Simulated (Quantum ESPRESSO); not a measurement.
## CsSrF3 (Pm-3m): zone-centre phonons

Aim: the zone-centre modes of CsSrF3 (Pm-3m).

Method: DFT LDA, scalar-relativistic, plane waves, PseudoDojo norm-conserving pseudopotentials, in Quantum ESPRESSO 7.5.

Report form: the programs' logs are mostly left out.

### Step 1. The structure

The structure is cubic, space group Pm-3m (No. 221). Conventional cell: a = 4.763 Å, b = 4.763 Å, c = 4.763 Å, α = 90.00°, β = 90.00°, γ = 90.00°. Nearest to Cs lie 12 F at 3.37 Å. Sr has 6 F at 2.38 Å nearest. F has 2 Sr at 2.38 Å and 4 Cs at 3.37 Å nearest. Farther neighbours and most contacts between anions are not listed.

As a file:

```cif
data_structure
_symmetry_space_group_name_H-M 'Pm-3m'
_symmetry_Int_Tables_number 221
_cell_length_a 4.7632
_cell_length_b 4.7632
_cell_length_c 4.7632
_cell_angle_alpha 90.000
_cell_angle_beta 90.000
_cell_angle_gamma 90.000
_cell_volume 108.07
loop_
_atom_site_label
_atom_site_type_symbol
_atom_site_symmetry_multiplicity
_atom_site_Wyckoff_symbol
_atom_site_fract_x
_atom_site_fract_y
_atom_site_fract_z
_atom_site_occupancy
Cs1 Cs 1 a 0.00000 0.00000 0.00000 1
Sr1 Sr 1 b 0.50000 0.50000 0.50000 1
F1 F 3 c 0.00000 0.50000 0.50000 1
```

### Step 2. A first look

Before anything dear is run, a loose run with smearing shows whether this is a metal and how far the cell is from rest.

Input file probe.in:

```
&control
   calculation = 'scf'
   prefix = 'x'
   outdir = './tmp'
   pseudo_dir = './pseudo'
   tprnfor = .true.
   tstress = .true.
   verbosity = 'high'
/
&system
   ibrav = 1
   celldm(1) = 9.00123231
   nat = 5
   ntyp = 3
   ecutwfc = 92.0
   occupations = 'smearing'
   smearing = 'gaussian'
   degauss = 0.01
/
&electrons
   conv_thr = 1.0d-07
   mixing_beta = 0.7
   electron_maxstep = 100
/
ATOMIC_SPECIES
 Cs    132.9055  Cs.upf
 Sr     87.6200  Sr.upf
 F      18.9984  F.upf
ATOMIC_POSITIONS crystal
 Cs     0.000000000   0.000000000   0.000000000
 Sr     0.500000000   0.500000000   0.500000000
 F      0.000000000   0.500000000   0.500000000
 F      0.500000000   0.000000000   0.500000000
 F      0.500000000   0.500000000   0.000000000
K_POINTS automatic
 4 4 4 0 0 0
```

On the command line:

```sh
> OMP_NUM_THREADS=1 mpirun -n 4 pw.x -nk 4 -in probe.in > probe.out
```

Elapsed: 22 s, on 4 MPI ranks of Intel Xeon at 2.70GHz, shared host.

This step gave:

```yaml
volume_per_atom: 21.61 Å³
pressure: -3.341 GPa
gap_on_the_k_mesh: 6.075 eV
```

A gap of 6.1 eV opens on this mesh, so the crystal is taken as an insulator; the start stands at -3.3 GPa.

### Step 3. Relaxation

The relaxation runs at a cutoff a fifth above that of the response, since stress converges more slowly with the basis than frequencies do. Forces and stress are brought to rest with tight thresholds.

Input file relax.in:

```
&control
   calculation = 'vc-relax'
   prefix = 'x'
   outdir = './tmp'
   pseudo_dir = './pseudo'
   tprnfor = .true.
   tstress = .true.
   forc_conv_thr = 2.0d-05
   etot_conv_thr = 1.0d-07
   nstep = 40
/
&system
   ibrav = 1
   celldm(1) = 9.00123231
   nat = 5
   ntyp = 3
   ecutwfc = 110
   occupations = 'fixed'
   nbnd = 22
/
&electrons
   conv_thr = 1.0d-11
   mixing_beta = 0.7
   electron_maxstep = 100
/
&ions
/
&cell
   press_conv_thr = 0.2
/
ATOMIC_SPECIES
 Cs    132.9055  Cs.upf
 Sr     87.6200  Sr.upf
 F      18.9984  F.upf
ATOMIC_POSITIONS crystal
 Cs     0.000000000   0.000000000   0.000000000
 Sr     0.500000000   0.500000000   0.500000000
 F      0.000000000   0.500000000   0.500000000
 F      0.500000000   0.000000000   0.500000000
 F      0.500000000   0.500000000   0.000000000
K_POINTS automatic
 4 4 4 0 0 0
```

On the command line:

```sh
> OMP_NUM_THREADS=1 mpirun -n 4 pw.x -nk 4 -in relax.in > relax.out
```

Run time: 3.2 min. Hardware: 4 MPI ranks; 13 min of CPU time.

Step by step:

```
step  energy less that of the first step (eV)  largest force (eV/Å)  pressure (GPa)  volume (Å³)
   1                                   0.0000                0.0000           -3.33       108.07
   2                                  -0.0343                0.0000           -2.69       106.25
   3                                  -0.0707                0.0000           -1.60       103.55
   4                                  -0.0877                0.0000            0.22        99.80
   5                                  -0.0880                0.0000           -0.01       100.23
   6                                  -0.0880                0.0000            0.00       100.21
   7                                  -0.0879                0.0000            0.00       100.21
```

```
conventional cell, symmetrised  before  after  change
                         a (Å)   4.763  4.645  -2.5 %
                         b (Å)   4.763  4.645  -2.5 %
                         c (Å)   4.763  4.645  -2.5 %
              volume (Å³/atom)   21.61  20.04  -7.3 %
```

Final coordinates:

```cif
data_structure
_symmetry_space_group_name_H-M 'P 1'
_symmetry_Int_Tables_number 1
_cell_length_a 4.6448
_cell_length_b 4.6448
_cell_length_c 4.6448
_cell_angle_alpha 90.000
_cell_angle_beta 90.000
_cell_angle_gamma 90.000
_cell_volume 100.21
loop_
_atom_site_label
_atom_site_type_symbol
_atom_site_fract_x
_atom_site_fract_y
_atom_site_fract_z
_atom_site_occupancy
Cs1 Cs 0.00000 0.00000 0.00000 1
Sr2 Sr 0.50000 0.50000 0.50000 1
F3 F 0.00000 0.50000 0.50000 1
F4 F 0.50000 0.00000 0.50000 1
F5 F 0.50000 0.50000 0.00000 1
```

The last row of the table of steps is pw.x's closing run on a basis chosen anew for the final cell, so its energy can jump.

Read from the output:

```yaml
volume_per_atom: 20.04 Å³
pressure: 0.001 GPa
gap_on_the_k_mesh: 6.341 eV
```

The volume changes by -7.3 % from the cell with which this run began.

### Step 4. Self-consistent run for the response

The response is built on this ground state, so it is converged far tighter than an energy would need. With a gap, occupations are fixed, which also allows the response to an electric field.

Input file scf.in:

```
&control
   calculation = 'scf'
   prefix = 'x'
   outdir = './tmp'
   pseudo_dir = './pseudo'
   tprnfor = .true.
   tstress = .true.
/
&system
   ibrav = 1
   celldm(1) = 8.77738468
   nat = 5
   ntyp = 3
   ecutwfc = 92.0
   occupations = 'fixed'
   nbnd = 22
/
&electrons
   conv_thr = 1.0d-12
   mixing_beta = 0.7
   electron_maxstep = 100
/
ATOMIC_SPECIES
 Cs    132.9055  Cs.upf
 Sr     87.6200  Sr.upf
 F      18.9984  F.upf
ATOMIC_POSITIONS crystal
 Cs     0.000000000   0.000000000   0.000000000
 Sr     0.500000000   0.500000000   0.500000000
 F      0.000000000   0.500000000   0.500000000
 F      0.500000000   0.000000000   0.500000000
 F      0.500000000   0.500000000   0.000000000
K_POINTS automatic
 4 4 4 0 0 0
```

On the command line:

```sh
> OMP_NUM_THREADS=1 mpirun -n 4 pw.x -nk 4 -in scf.in > scf.out
```

The job ended after 23 s (4 MPI ranks; 88 s of CPU time).

This step gave:

```
pressure : -0.003000 GPa
```

The cell stands at -0.0030 GPa, close enough for phonons.

### Step 5. Linear response at Γ

At q = 0 one unit cell holds all displacements; symmetry groups them into irreducible representations that are solved one by one. The response to a field gives ε∞ and the Born charges, which polar modes need.

Input file ph.in:

```
phonons
&inputph
   prefix = 'x'
   outdir = './tmp'
   fildyn = 'g.dyn'
   tr2_ph = 1.0d-18
   epsil = .true.
/
0.000000000000 0.000000000000 0.000000000000
```

On the command line:

```sh
> OMP_NUM_THREADS=1 mpirun -n 4 ph.x -nk 4 -in ph.in > ph.out
```

Run time: 9.4 min. Hardware: 4 MPI ranks; 38 min of CPU time.

This step gave:

```yaml
miss_of_the_charge_sum_rule: 0.008660 e
largest_acoustic_frequency_at_the_zone_centre_before_the_sum_rule: -1.21 cm⁻¹
highest_optical_zone_centre_mode_no_lo_to_term: 387.4 cm⁻¹
lowest_optical_zone_centre_mode: 9.99 cm⁻¹
mean_high_frequency_dielectric_constant: 2.359
largest_born_charge_in_size_third_of_the_trace: 2.481 e
```

Born charge (rows field, columns displacement), before the sum rule (e), principal values of the symmetric part by kind of site:

```
atom  atoms with these values    low  middle   high   mean
 Cs1                        1   1.31    1.31   1.31   1.31
 Sr2                        1   2.48    2.48   2.48   2.48
  F3                        3  -1.73   -1.04  -1.04  -1.27
```

In full for F3:

```
-1.73  0.00  0.00
 0.00 -1.04  0.00
 0.00  0.00 -1.04
```

High-frequency dielectric tensor:

```
2.36 0.00 0.00
0.00 2.36 0.00
0.00 0.00 2.36
```

The acoustic modes at Γ come out as far as 1.2 cm⁻¹ from zero, where they should vanish, a small numerical error; the Born charges miss their sum rule by 0.0087 e, which is good.

### Step 6. Zone-centre analysis

A rigid shift of the crystal must cost nothing, but grids and finite bases break this; the acoustic sum rule is imposed before the matrix is diagonalised again. With Born charges the intensities follow, and the static dielectric tensor.

Input file dynmat.in:

```
&input
   fildyn = 'g.dyn'
   asr = 'simple'
   fileig = 'dynmat.eig'
   lperm = .true.
/
```

On the command line:

```sh
> dynmat.x -in dynmat.in > dynmat.out
```

Run time: 0.72 s. Hardware: 1 thread.

Numbers from this step:

* lowest optical zone-centre mode: 10.31 cm⁻¹

Unit eigenvectors of the mass-weighted matrix after the sum rule; no LO-TO term. The modes at Γ (shares of kinetic energy by element, %):

```
mode  frequency (cm⁻¹)  symmetry  Cs %  Sr %  F %
   1               0.0  acoustic    48    32   21
   2               0.0  acoustic    48    32   21
   3               0.0  acoustic    48    32   21
   4              10.3       T1u    40     6   54
   5              10.3       T1u    40     6   54
   6              10.3       T1u    40     6   54
   7              22.7       T2u     0     0  100
   8              22.7       T2u     0     0  100
   9              22.7       T2u     0     0  100
  10             108.0       T1u    12    48   41
  11             108.0       T1u    12    48   41
  12             108.0       T1u    12    48   41
  13             387.4       T1u     0    15   85
  14             387.4       T1u     0    15   85
  15             387.4       T1u     0    15   85
```

Displacements in mode 7 (22.7 cm⁻¹), the largest set to 1:
```
Cs1  0.00  0.00  0.00
Sr2  0.00  0.00  0.00
F3   0.00  0.02  1.00
F4   0.02  0.00 -1.00
F5  -0.02 -0.02  0.00
```

Displacements in mode 14 (387.4 cm⁻¹), the largest set to 1:
```
Cs1  0.00  0.00  0.00
Sr2  0.00  0.00 -0.20
F3   0.00  0.00 -0.04
F4   0.00  0.00 -0.04
F5   0.00  0.00  1.00
```

Degenerate modes summed, no LO-TO term. Infrared lines, with heights relative to the strongest:

```
position (cm⁻¹)  lines merged  label  IR intensity, relative
             10             3    T1u                      46
             23             3    T2u                     0.0
            108             3    T1u                      29
            387             3    T1u                     100
```

The rule also moves an optical mode by 0.3 cm⁻¹.

### Step 7. Sum rules set otherwise (asr crystal)

The rule can be imposed in more than one way; the choices should agree where the raw error is small.

Input file dynmat.in:

```
&input
   fildyn = 'g.dyn'
   asr = 'crystal'
   fileig = 'dynmat.eig'
   lperm = .true.
/
```

On the command line:

```sh
> dynmat.x -in dynmat.in > dynmat.out
```

It took 0.65 s on 1 thread.

This step gave:

```yaml
lowest_optical_zone_centre_mode: 10.23 cm⁻¹
```

Zone-centre frequencies as printed; negative means imaginary. Modes:

```
mode  frequency (cm⁻¹)
   1                 0
   2                 0
   3                 0
   4             10.23
   5             10.23
   6             10.23
   7             22.36
   8             22.36
   9             22.36
  10               108
  11               108
  12               108
  13             387.4
  14             387.4
  15             387.4
```

Against the first rule no mode moves by more than 0.4 cm⁻¹.

### Step 8. Sum rules set otherwise (asr no)

Without the rule the raw error of the acoustic modes shows.

Input file dynmat.in:

```
&input
   fildyn = 'g.dyn'
   asr = 'no'
   fileig = 'dynmat.eig'
   lperm = .true.
/
```

On the command line:

```sh
> dynmat.x -in dynmat.in > dynmat.out
```

The job ended after 0.67 s (1 thread).

Read from the output:

* lowest optical zone-centre mode: 9.99 cm⁻¹

Zone-centre frequencies as printed; negative means imaginary. Modes:

```
mode  frequency (cm⁻¹)
   1             -1.21
   2             -1.21
   3             -1.21
   4              9.99
   5              9.99
   6              9.99
   7             22.36
   8             22.36
   9             22.36
  10               108
  11               108
  12               108
  13             387.4
  14             387.4
  15             387.4
```

Against the first rule no mode moves by more than 1.3 cm⁻¹.

### Step 9. The LO-TO splitting (1 0 0)

A longitudinal polar mode sets up a macroscopic field that stiffens it; the term hangs on the direction from which q goes to zero.

Input file dynmat.in:

```
&input
   fildyn = 'g.dyn'
   asr = 'simple'
   fileig = 'dynmat.eig'
   q(1) = 1.0
   q(2) = 0.0
   q(3) = 0.0
/
```

On the command line:

```sh
> dynmat.x -in dynmat.in > dynmat.out
```

The job ended after 0.71 s (1 thread).

Read from the output:

```yaml
highest_mode_moved_by_the_lo_to_term: 447.3 cm⁻¹
```

Zone-centre frequencies as printed; negative means imaginary. Modes:

```
mode  frequency (cm⁻¹)
   1                 0
   2                 0
   3                 0
   4             10.31
   5             10.31
   6             22.66
   7             22.66
   8             22.66
   9             76.58
  10               108
  11               108
  12             171.4
  13             387.4
  14             387.4
  15             447.3
```

The field moves 3 modes; the highest of them now lies at 447 cm⁻¹, where the highest that moved away lay at 387.

### Step 10. Results

```json
{"space group after relaxation": "Pm-3m", "volume per atom": "20.0 Å³", "gap on the k-mesh": "6.34 eV", "highest optical zone-centre mode (no LO-TO term)": "387.4 cm⁻¹", "lowest optical zone-centre mode": "10.3 cm⁻¹", "highest mode moved by the LO-TO term": "447.3 cm⁻¹", "mean high-frequency dielectric constant": "2.36", "largest Born charge in size (third of the trace)": "2.48 e", "imaginary optical modes at the zone centre (no q mesh in this session)": "none"}
```

**Reading.** At the LDA level the optical modes of CsSrF3 (Pm-3m) at the zone centre (no LO-TO term) run from 10 to 387 cm⁻¹. Along the directions run, the highest mode that the macroscopic field moves lies at 447 cm⁻¹. No static dielectric constant is given: the sum that dynmat.x prints leaves out imaginary modes and those under about 10 cm⁻¹. The lowest optical mode, 10.3 cm⁻¹, is so soft that its value and sign are not settled by this run. Of the 12 optical modes, 9 are infrared active alone and 3 are silent. These are harmonic frequencies at zero temperature: anharmonic shifts and linewidths and thermal expansion are left out. Spin-orbit coupling is left out, which can matter for the heavy elements here. The structure comes from a database and need not be the phase that is stable at ambient conditions.

[Host names and launcher messages were left out of these logs when they were recorded.]

[Logs are printed without paths, hosts, clocks, repeated set-up lines and the standing remarks that a program may print on its own settings, such as how far it seeks lower states.]

[Hosts, paths, dates, database ids (printed as entryN), source tags and the programs' standing remarks are cut or masked in the printed files.]
